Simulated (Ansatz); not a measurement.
**How fast states decay through InGaCu2S4**

A new crystal, InGaCu2S4: structure, gap and complex bands. It is built by putting Cu for Ag, S for Te in the InGaAg2Te4 structure of space group I-4, with the volume rescaled by atomic radii. The parent structure comes from the Materials Project.

Main program and level: Ansatz 0.2.0; r2SCAN DFT, plane waves, PAW files, in the first sound run; inputs show where later runs differ.

The structure was built from a prototype and need not be the compound's stable phase.

## 1. Starting point

The structure is tetragonal, space group I-4 (No. 82). The conventional cell has a = 5.940 Å, b = 5.940 Å, c = 11.531 Å, α = 90.00°, β = 90.00°, γ = 90.00°. Nearest to In lie 4 S at 2.60 Å. Nearest to Ga lie 4 S at 2.45 Å. Nearest to Cu lie 4 S at 2.58 Å. Cu has 4 S at 2.57 Å nearest. Nearest to S lie 1 Ga at 2.45 Å and 2 Cu at 2.57 to 2.58 Å and 1 In at 2.60 Å. It derives from InGaAg2Te4. Cu for Ag, S for Te in the InGaAg2Te4 structure of space group I-4. Farther neighbours and most contacts between anions are not listed.

As a file:

```cif
data_structure
_symmetry_space_group_name_H-M 'I-4'
_symmetry_Int_Tables_number 82
_cell_length_a 5.9396
_cell_length_b 5.9396
_cell_length_c 11.5307
_cell_angle_alpha 90.000
_cell_angle_beta 90.000
_cell_angle_gamma 90.000
_cell_volume 406.79
loop_
_atom_site_label
_atom_site_type_symbol
_atom_site_symmetry_multiplicity
_atom_site_Wyckoff_symbol
_atom_site_fract_x
_atom_site_fract_y
_atom_site_fract_z
_atom_site_occupancy
In1 In 2 b 0.50000 0.50000 0.00000 1
Ga1 Ga 2 c 0.00000 0.50000 0.25000 1
Cu1 Cu 2 d 0.50000 0.00000 0.25000 1
Cu2 Cu 2 a 0.00000 0.00000 0.00000 1
S1 S 8 g 0.24313 0.26154 0.36987 1
```

## 2. Cell and atoms at rest

The substituted atoms don't fit the parent's cell, so cell and atoms relax together. A small smearing keeps the run stable in case the gap closes on the way.

input.yaml reads:

```yaml
crystal:
  lattice:
    - [-2.969794098, 2.969794098, 5.7653382754]
    - [2.969794098, -2.969794098, 5.7653382754]
    - [2.969794098, 2.969794098, -5.7653382754]
  atoms:
    - { symbol: In, position: [0.5, 0.5, 0.0] }
    - { symbol: Ga, position: [0.75, 0.25, 0.5] }
    - { symbol: Cu, position: [0.25, 0.75, 0.5] }
    - { symbol: Cu, position: [0.0, 0.0, 0.0] }
    - { symbol: S, position: [0.631408, 0.613, 0.504673] }
    - { symbol: S, position: [0.108327, 0.126735, 0.495327] }
    - { symbol: S, position: [0.873265, 0.368592, 0.981592] }
    - { symbol: S, position: [0.387, 0.891673, 0.018408] }
kpoints:
  mp_grid: { grid: [6, 6, 6] }
scf:
  occupations: { method: gaussian, width: 0.03 }
hamiltonian:
  xc: r2scan
output:
  forces: true
  stress: true
relax:
  f_tol: 0.02
  max_steps: 60
  cell: {}
```

The run is started by

```
$ ansatz run input.yaml --threads 2 --pin off --max-ram 4096MiB --backend cpu --events-out ev --progress --plain --runs-dir out
```

Numbers of over 12 decimals in the logs are rounded to 6 here.

What it wrote:

```text
Engine: ansatz 0.2.0, aarch64-unknown-linux-gnu
Pseudopotentials: kind: paw
Pseudopotential: In, paw, valence charge 13, recommended cutoff 500 eV (meta_gga), In.paw.azcp
Pseudopotential: Ga, paw, valence charge 13, recommended cutoff 500 eV (meta_gga), Ga.paw.azcp
Pseudopotential: Cu, paw, valence charge 19, recommended cutoff 500 eV (meta_gga), Cu.paw.azcp
Pseudopotential: S, paw, valence charge 6, recommended cutoff 500 eV (meta_gga), S.paw.azcp
Functional definition: r2SCAN
  parameter k0 = 0.174
  parameter k1 = 0.065
  parameter a1 = 4.9479
  exchange = r2scan_x(k0 = k0, k1 = k1, a1 = a1)
  correlation = r2scan_c
Crystal: 8 atoms, lattice volume = 203.394 Å³
Basis set: ecut = 500 eV, 5157 PW (Γ), exchange–correlation on 216×216×216 points (64 copies of the dense FFT grid, shifted against one another)
Bands: 53, of which v1, the nominal top of the filled ones, is band 44 counted from 1 (43 counted from 0)
Symmetry: 4 space group operations
Space group: I-4 (ITA 82), of the structure as read, at distance tolerance 5.9e-5 Å
k-points: 36 of 216 (time reversal used)
Non-local potential: In, projectors of the file, l = 0: 2, l = 1: 2, l = 2: 2, l = 3: 2
Non-local potential: Ga, projectors of the file, l = 0: 2, l = 1: 2, l = 2: 3, l = 3: 1
Non-local potential: Cu, projectors of the file, l = 0: 3, l = 1: 2, l = 2: 3, l = 3: 1
Non-local potential: S, projectors of the file, l = 0: 2, l = 1: 2, l = 2: 2
PAW form: soft (Blöchl's): semilocal exchange-correlation on the pseudo side does not see the compensation charge
PAW frozen core: In, regenerated for the run's functional (the file was generated under x = pbe(κ = 0.804, μ = 0.219515), c = pbe(β = 0.066725))
PAW frozen core: Ga, regenerated for the run's functional (the file was generated under x = pbe(κ = 0.804, μ = 0.219515), c = pbe(β = 0.066725))
PAW frozen core: Cu, regenerated for the run's functional (the file was generated under x = pbe(κ = 0.804, μ = 0.219515), c = pbe(β = 0.066725))
PAW frozen core: S, regenerated for the run's functional (the file was generated under x = pbe(κ = 0.804, μ = 0.219515), c = pbe(β = 0.066725))
PAW one-centre angular grid: In, 590 points (default); XC on 289 of its mesh's 2783 points in the sphere
PAW one-centre angular grid: Ga, 590 points (default); XC on 160 Gauss nodes
PAW one-centre angular grid: Cu, 590 points (default); XC on 160 Gauss nodes
PAW one-centre angular grid: S, 302 points (default); XC on 160 Gauss nodes
Initial density: superposition of atomic densities (neutral atoms: chi_scale 0, normalization atom), corrected by the library's trained network
Initial wavefunctions: pseudopotential atomic-orbital guess
Functional: x = r2scan, c = r2scan; τ floored in thin density (d = 2e-4 eV/Å³)
SCF iter   1: F=—  HF=-26291.375367 eV  |F-HF|=—  |Δ(HF+E_count)|=         —  Δρ=2.07e-2  dr2=5.52e-1  dr2_τ=1.58e-2  ethr=1.77e-3  ⟨swp⟩=6.5  Hψ=7214  notcnv=0  defer=9
preconditioner: auto → Resta (q_TF=auto, 2.373 Å⁻¹)  ε∞=4.9  [insulator: Δε(μ)=0.331 eV  Ē_g=11.231 eV  σ=0.030 eV  W_gap=1.00  n_scr=36 (ndim 8)  ℏωp=22.1 eV  f_vac=0.113  D(μ)=0.00/eV (n_scr^D=0)  ε∞_Penn≈4.9]
SCF iter   2: F=—  HF=-26291.395957 eV  |F-HF|=—  |Δ(HF+E_count)|=   2.06e-2  Δρ=1.68e-2  dr2=3.61e-1  dr2_τ=4.02e-3  ethr=6.28e-4  ⟨swp⟩=2.1  Hψ=3992  notcnv=0  defer=119
SCF iter   3: F=—  HF=-26291.305427 eV  |F-HF|=—  |Δ(HF+E_count)|=   9.05e-2  Δρ=5.56e-3  dr2=4.31e-2  dr2_τ=3.58e-4  ethr=4.10e-4  ⟨swp⟩=2.0  Hψ=2474  notcnv=0  defer=83
automatic band count: iteration 3 solves 52 bands in place of 53: the levels show a gap, and the empty bands left out lie too high to hold charge; the band table lists the bands solved (type scf.n_extra_bands for more)
SCF iter   4: F=—  HF=-26291.300789 eV  |F-HF|=—  |Δ(HF+E_count)|=   4.64e-3  Δρ=9.93e-4  dr2=1.43e-3  dr2_τ=2.36e-5  ethr=4.90e-5  ⟨swp⟩=2.0  Hψ=2686  notcnv=0  defer=107
SCF iter   5: F=—  HF=-26291.300714 eV  |F-HF|=—  |Δ(HF+E_count)|=   7.46e-5  Δρ=7.43e-4  dr2=9.83e-4  dr2_τ=6.04e-6  ethr=1.63e-6  ⟨swp⟩=4.7  Hψ=4825  notcnv=0  defer=119
automatic band count: iteration 5 solves 53 bands in place of 52: the levels no longer show a gap clear of their residuals, so the SCF keeps every band
SCF iter   6: F=—  HF=-26291.300949 eV  |F-HF|=—  |Δ(HF+E_count)|=   2.35e-4  Δρ=8.54e-4  dr2=1.03e-3  dr2_τ=6.26e-6  ethr=1.12e-6  ⟨swp⟩=2.1  Hψ=2727  notcnv=0  defer=119
SCF iter   7: F=—  HF=-26291.300776 eV  |F-HF|=—  |Δ(HF+E_count)|=   1.73e-4  Δρ=2.53e-4  dr2=9.18e-5  dr2_τ=1.25e-6  ethr=1.12e-6  ⟨swp⟩=2.0  Hψ=2238  notcnv=0  defer=119
SCF iter   8: F=—  HF=-26291.300716 eV  |F-HF|=—  |Δ(HF+E_count)|=   5.99e-5  Δρ=4.20e-5  dr2=3.90e-6  dr2_τ=5.61e-8  ethr=1.04e-7  ⟨swp⟩=2.0  Hψ=2326  notcnv=0  defer=119
SCF iter   9: F=—  HF=-26291.300720 eV  |F-HF|=—  |Δ(HF+E_count)|=   4.38e-6  Δρ=1.50e-5  dr2=5.58e-7  dr2_τ=1.06e-8  ethr=4.43e-9  ⟨swp⟩=2.0  Hψ=3374  notcnv=0  defer=119
SCF iter  10: F=—  HF=-26291.300721 eV  |F-HF|=—  |Δ(HF+E_count)|=   2.56e-7  Δρ=7.80e-6  dr2=1.05e-7  dr2_τ=1.36e-9  ethr=1.14e-10  ⟨swp⟩=4.3  Hψ=6808  notcnv=0
SCF iter  11: F=-26291.300721 eV  HF=-26291.300721 eV  |F-HF|=4.12e-9  |Δ(HF+E_count)|=   1.72e-8  Δρ=2.39e-6  dr2=7.70e-9  dr2_τ=8.24e-11  ethr=1.14e-10  ⟨swp⟩=4.0  Hψ=5805  notcnv=0
SCF 1 converged in 11 iterations: F = -26291.300721 eV  dr2 = 7.70e-9
  greatest PAW one-centre occupation: 1.000 electrons in one spin orbital (limit 2), on the Cu atom at site 2 (counted from 0), in its partial waves of l = 1
relax step   1: F+E_penalty+E_count = -26291.30072065 eV  Δ(F+E_penalty+E_count) = +0.000e0 eV  max|allowed force component| = 1.596e-1 eV/Å  Δτ_max = 0.0000 Å  P = -10.394 GPa  Ω = 203.394 Å³  (11 SCF iters, dr2 threshold 1.00e-7 eV, accepted)
Crystal: 8 atoms, lattice volume = 175.554 Å³
Basis set: ecut = 500 eV, 4469 PW (Γ), exchange–correlation on 216×216×216 points (64 copies of the dense FFT grid, shifted against one another)
Initial density: handed on by an earlier stage of this run
Initial wavefunctions: those handed on with the density
iter 1 solved again at ethr=2.47e-4 eV; its pass at ethr=3.10e-3 eV (dr2=2.17e-1 eV) is discarded
SCF iter   1: F=—  HF=-26291.509033 eV  |F-HF|=—  |Δ(HF+E_count)|=         —  Δρ=1.50e-2  dr2=2.23e-1  dr2_τ=5.96e-1  ethr=2.47e-4  ⟨swp⟩=2.1  Hψ=8740  notcnv=0
automatic band count: iteration 1 solves 51 bands in place of 53: the levels show a gap, and the empty bands left out lie too high to hold charge; the band table lists the bands solved (type scf.n_extra_bands for more)
[...]
SCF iter   6: F=—  HF=-26293.110288 eV  |F-HF|=—  |Δ(HF+E_count)|=   7.55e-4  Δρ=1.87e-3  dr2=3.49e-3  dr2_τ=1.90e-5  ethr=1.98e-6  ⟨swp⟩=2.0  Hψ=3513  notcnv=0  defer=76  recentre
SCF iter   7: F=—  HF=-26293.109518 eV  |F-HF|=—  |Δ(HF+E_count)|=   7.71e-4  Δρ=2.36e-4  dr2=6.57e-5  dr2_τ=1.03e-6  ethr=1.98e-6  ⟨swp⟩=2.0  Hψ=3480  notcnv=0  defer=76
SCF iter   8: F=—  HF=-26293.109468 eV  |F-HF|=—  |Δ(HF+E_count)|=   4.94e-5  Δρ=1.57e-4  dr2=1.96e-5  dr2_τ=2.08e-7  ethr=7.46e-8  ⟨swp⟩=2.0  Hψ=3102  notcnv=0  defer=76
SCF iter   9: F=—  HF=-26293.109480 eV  |F-HF|=—  |Δ(HF+E_count)|=   1.20e-5  Δρ=9.26e-5  dr2=8.98e-6  dr2_τ=1.21e-7  ethr=2.23e-8  ⟨swp⟩=2.0  Hψ=3136  notcnv=0  defer=76
SCF iter  10: F=-26293.109480 eV  HF=-26293.109480 eV  |F-HF|=2.29e-8  |Δ(HF+E_count)|=   4.67e-7  Δρ=8.16e-6  dr2=1.11e-7  dr2_τ=9.91e-9  ethr=9.09e-10  ⟨swp⟩=4.0  Hψ=8196  notcnv=0
SCF 3 converged in 10 iterations: F = -26293.109480 eV  dr2 = 1.11e-7
relax step   3: F+E_penalty+E_count = -26293.10947980 eV  Δ(F+E_penalty+E_count) = -3.349e-1 eV  max|allowed force component| = 2.603e-1 eV/Å  Δτ_max = 0.1411 Å  P = +3.867 GPa  Ω = 151.866 Å³  energy of the carried Pulay correction = +1.319e-2 eV  (10 SCF iters, dr2 threshold 8.00e-7 eV, accepted)
[...]
relax step   4: F+E_penalty+E_count = -26293.20648636 eV  Δ(F+E_penalty+E_count) = -9.701e-2 eV  max|allowed force component| = 7.293e-2 eV/Å  Δτ_max = 0.0486 Å  P = -0.768 GPa  Ω = 160.825 Å³  energy of the carried Pulay correction = +1.063e-2 eV  (10 SCF iters, dr2 threshold 8.00e-7 eV, accepted)
[...]
relax step   5: F+E_penalty+E_count = -26293.21333861 eV  Δ(F+E_penalty+E_count) = -6.852e-3 eV  max|allowed force component| = 1.329e-2 eV/Å  Δτ_max = 0.0097 Å  P = -0.067 GPa  Ω = 159.227 Å³  energy of the carried Pulay correction = +1.108e-2 eV  (7 SCF iters, dr2 threshold 8.00e-7 eV, accepted)
[...]
relax step   6: F+E_penalty+E_count = -26293.21359122 eV  Δ(F+E_penalty+E_count) = -2.526e-4 eV  max|allowed force component| = 1.692e-3 eV/Å  Δτ_max = 0.0021 Å  P = -0.005 GPa  Ω = 159.068 Å³  energy of the carried Pulay correction = +1.112e-2 eV  (8 SCF iters, dr2 threshold 2.71e-8 eV, accepted)
Basis set: ecut = 500 eV, 4035 PW (Γ), exchange–correlation on 200×200×200 points (64 copies of the dense FFT grid, shifted against one another)
Initial wavefunctions: pseudopotential atomic-orbital guess (no wavefunctions were taken with the density)
iter 1 solved again at ethr=9.52e-8 eV; its pass at ethr=3.10e-3 eV (dr2=8.38e-5 eV) is discarded
SCF iter   1: F=—  HF=-26293.208129 eV  |F-HF|=—  |Δ(HF+E_count)|=         —  Δρ=1.99e-4  dr2=1.44e-5  dr2_τ=1.84e-5  ethr=9.52e-8  ⟨swp⟩=4.0  Hψ=13206  notcnv=0
preconditioner: auto → Resta (q_TF=auto, 2.472 Å⁻¹)  ε∞=5.2  [insulator: Δε(μ)=0.792 eV  Ē_g=12.134 eV  σ=0.030 eV  W_gap=1.00  n_scr=36 (ndim 8)  ℏωp=25.0 eV  f_vac=0.037  D(μ)=0.00/eV (n_scr^D=0)  ε∞_Penn≈5.2]
SCF iter   2: F=—  HF=-26293.208167 eV  |F-HF|=—  |Δ(HF+E_count)|=   3.77e-5  Δρ=1.95e-4  dr2=2.88e-5  dr2_τ=2.65e-6  ethr=1.64e-8  ⟨swp⟩=2.0  Hψ=3420  notcnv=0
SCF iter   3: F=—  HF=-26293.208182 eV  |F-HF|=—  |Δ(HF+E_count)|=   1.50e-5  Δρ=1.39e-4  dr2=1.91e-5  dr2_τ=4.54e-7  ethr=1.64e-8  ⟨swp⟩=2.0  Hψ=3492  notcnv=0
SCF iter   4: F=—  HF=-26293.208176 eV  |F-HF|=—  |Δ(HF+E_count)|=   5.81e-6  Δρ=1.43e-5  dr2=1.86e-7  dr2_τ=1.36e-8  ethr=1.64e-8  ⟨swp⟩=2.0  Hψ=3420  notcnv=0
SCF iter   5: F=—  HF=-26293.208145 eV  |F-HF|=—  |Δ(HF+E_count)|=   3.14e-5  Δρ=9.72e-6  dr2=8.40e-8  dr2_τ=2.74e-9  ethr=2.12e-10  ⟨swp⟩=2.0  Hψ=3420  notcnv=0
SCF iter   6: F=—  HF=-26293.208145 eV  |F-HF|=—  |Δ(HF+E_count)|=   7.21e-8  Δρ=3.95e-6  dr2=1.66e-8  dr2_τ=4.81e-10  ethr=9.54e-11  ⟨swp⟩=2.0  Hψ=3204  notcnv=0
SCF iter   7: F=—  HF=-26293.208145 eV  |F-HF|=—  |Δ(HF+E_count)|=   1.63e-9  Δρ=3.97e-6  dr2=1.63e-8  dr2_τ=1.56e-10  ethr=1.88e-11  ⟨swp⟩=2.0  Hψ=3456  notcnv=0
SCF iter   8: F=—  HF=-26293.208145 eV  |F-HF|=—  |Δ(HF+E_count)|=   3.14e-9  Δρ=8.20e-7  dr2=7.13e-10  dr2_τ=4.22e-11  ethr=1.86e-11  ⟨swp⟩=2.0  Hψ=2298  notcnv=0
SCF iter   9: F=-26293.208145 eV  HF=-26293.208145 eV  |F-HF|=1.46e-11  |Δ(HF+E_count)|=  3.09e-10  Δρ=1.85e-7  dr2=3.22e-11  dr2_τ=2.23e-12  ethr=1.00e-12  ⟨swp⟩=3.0  Hψ=8424  notcnv=0
SCF 7 converged in 9 iterations: F = -26293.208145 eV  dr2 = 3.22e-11
relax step   7: F+E_penalty+E_count = -26293.20814500 eV  Δ(F+E_penalty+E_count) = +5.446e-3 eV  max|allowed force component| = 1.683e-3 eV/Å  Δτ_max = 0.0000 Å  P = -0.038 GPa  Ω = 159.068 Å³  stress off target by 4.23e-2 GPa  SCF on the basis re-selected at this cell (its energy is not comparable with the rows above)  (9 SCF iters)
basis re-selected at this cell: Δ(F+E_penalty+E_count) = +5.446e-3 eV, ΔP = -0.034 GPa vs the last step (what re-selecting the basis moved, of the pressure what is left beyond the Pulay correction that the steps carried, after the strain that the cell walked since its last selection, with what the two solves' SCF thresholds leave and, on support functions, any second-order correction that the steps lacked; it is no measure of the basis error at this ecutwfc). The dense FFT grid was sized anew with the basis: this SCF ran on 50×50×50 points, the steps before it on 54×54×54, so part of this shift can come from that change (see relax.cell in the input reference). [rest of the remark cut]
SCF converged after 9 iterations
Free energy (F): -26293.208145 eV
Harris-Foulkes:  -26293.208145 eV  (|F-HF|=1.46e-11)
Internal energy: -26293.208145 eV  (E = F + TS)
E sigma→0 (E₀):  -26293.208145 eV
Fermi energy:    8.415648 eV
--- Per-component energies (eV) ---
  E_band       = -1175.443387
  E_kinetic    = 1386.288058
  E_local      = -15406.159736  (includes V_loc(G=0)·N_el)
  E_nonlocal   = 1720.845454
  E_hartree    = 6822.098935
  E_xc         = -794.456441
  E_vxc        = -788.075527  (∫ρ·V_xc dr)
  E_paw        = -12003.463981  (= ΣΔE_a)
  E_vpaw       = -1777.781369  (= ΣTr[D̂ρ^β])
  E_aug_tail   = 0.000272  (compensation charges beyond the density's cutoff)
  E_vtau       = 45.241559  (kinetic-family band-sum trace: ∫τ·v_τ [+ j·A + Jᵃ·Aᵃ] dr)
  E_ewald      = -8017.631898
  E_core_change = -0.728807  (= ΣΔE_core)
  E_smearing   = -0.000000  (= −TS)
  E_closure    = 0.000000  (closes the sum)
  Σ components = -26293.208145   (vs F -26293.208145, Δ=0.00e0)
--- Forces (eV/Å), atoms counted from 1 ---
  atom   1  In    -0.00000000    -0.00000000     0.00000000
  atom   2  Ga    -0.00000000     0.00000000     0.00000000
  atom   3  Cu    -0.00000000    -0.00000000     0.00000000
  atom   4  Cu    -0.00000000    -0.00000000     0.00000000
  atom   5  S      0.00048391    -0.00068006     0.00168316
  atom   6  S     -0.00048391     0.00068006     0.00168316
  atom   7  S      0.00068006     0.00048391    -0.00168316
  atom   8  S     -0.00068006    -0.00048391    -0.00168316
  max |Σ_I F_I| component: 4.77e-17 eV/Å
--- Stress (GPa, compression-positive) ---
       -0.042332       0.000000      -0.000000
       -0.000000      -0.042332      -0.000000
       -0.000000      -0.000000      -0.030735
  P = ⅓ Tr σ = -0.0385 GPa (-0.385 kbar)
--- Relaxed structure (6 steps of the walk, 6 accepted, 1 SCFs on fresh bases) ---
  F+E_penalty+E_count = -26293.20814500 eV   max|allowed force component| = 1.683e-3 eV/Å   (the final SCF, on the basis selected at the relaxed cell)
  cell:  # Å, volume = 159.0679 Å³
    - [-2.708645, 2.708645, 5.420236]
    - [2.708645, -2.708645, 5.420236]
    - [2.708645, 2.708645, -5.420236]
  atoms:
    - { symbol: In, position: [0.5, 0.5, 0] }
    - { symbol: Ga, position: [0.750000, 0.250000, 0.500000] }
    - { symbol: Cu, position: [0.250000, 0.750000, 0.500000] }
    - { symbol: Cu, position: [0, 0, 0] }
    - { symbol: S, position: [0.634322, 0.632213, 0.529535] }
    - { symbol: S, position: [0.102678, 0.104787, 0.470465] }
    - { symbol: S, position: [0.895213, 0.365678, 0.997891] }
    - { symbol: S, position: [0.367787, 0.897322, 0.00210918] }
```

Run time: 4 min. Hardware: 2 threads of Arm Neoverse V2, shared host; peak memory 1.3 GiB.

Step by step:

```
step  energy less that of the first step (eV)  largest force component (eV/Å)  pressure (GPa)  volume (Å³)
   1                                   0.0000                          0.1596          -10.39       203.39
   2                                  -1.4739                          0.4786           -5.34       175.55
   3                                  -1.8088                          0.2603            3.87       151.87
   4                                  -1.9058                          0.0729           -0.77       160.82
   5                                  -1.9126                          0.0133           -0.07       159.23
   6                                  -1.9129                          0.0017            0.00       159.07
  7*                                  -1.9074                          0.0017           -0.04       159.07
```

Relaxation steps marked * repeat the geometry before them on a plane-wave basis chosen anew for their cell, so energy and pressure can jump there.

The run keeps the 4 symmetry operations that it works with, so distortions that break them were not tested.

```
conventional cell, symmetrised  before   after   change
                         a (Å)   5.940   5.417   -8.8 %
                         b (Å)   5.940   5.417   -8.8 %
                         c (Å)  11.531  10.840   -6.0 %
              volume (Å³/atom)   25.42   19.88  -21.8 %
```

The atoms that moved most (Å, as changes of fractional coordinates times the final cell):

```
atom      dx      dy      dz  length
  S7  -0.023   0.111   0.015   0.115
  S5   0.111   0.023  -0.015   0.115
  S6  -0.111  -0.023  -0.015   0.115
  S8   0.023  -0.111   0.015   0.115
```

This step gave:

| Property | Result |
| --- | --- |
| free energy | -26293.2081 eV |
| Fermi energy | 8.416 eV |
| pressure | -0.03847 GPa |

The largest force component on a free atom ends at 0.0017 eV/Å.

(Continued in part 2 of 4.)

[Logs are printed without paths, hosts, clocks, repeated set-up lines and the standing remarks that a program may print on its own settings, such as how far it seeks lower states.]

[Hosts, paths, dates, database ids (printed as entryN), source tags and the programs' standing remarks are cut or masked in the printed files.]

[New means built here by substitution; the compound itself may be known and measured.]
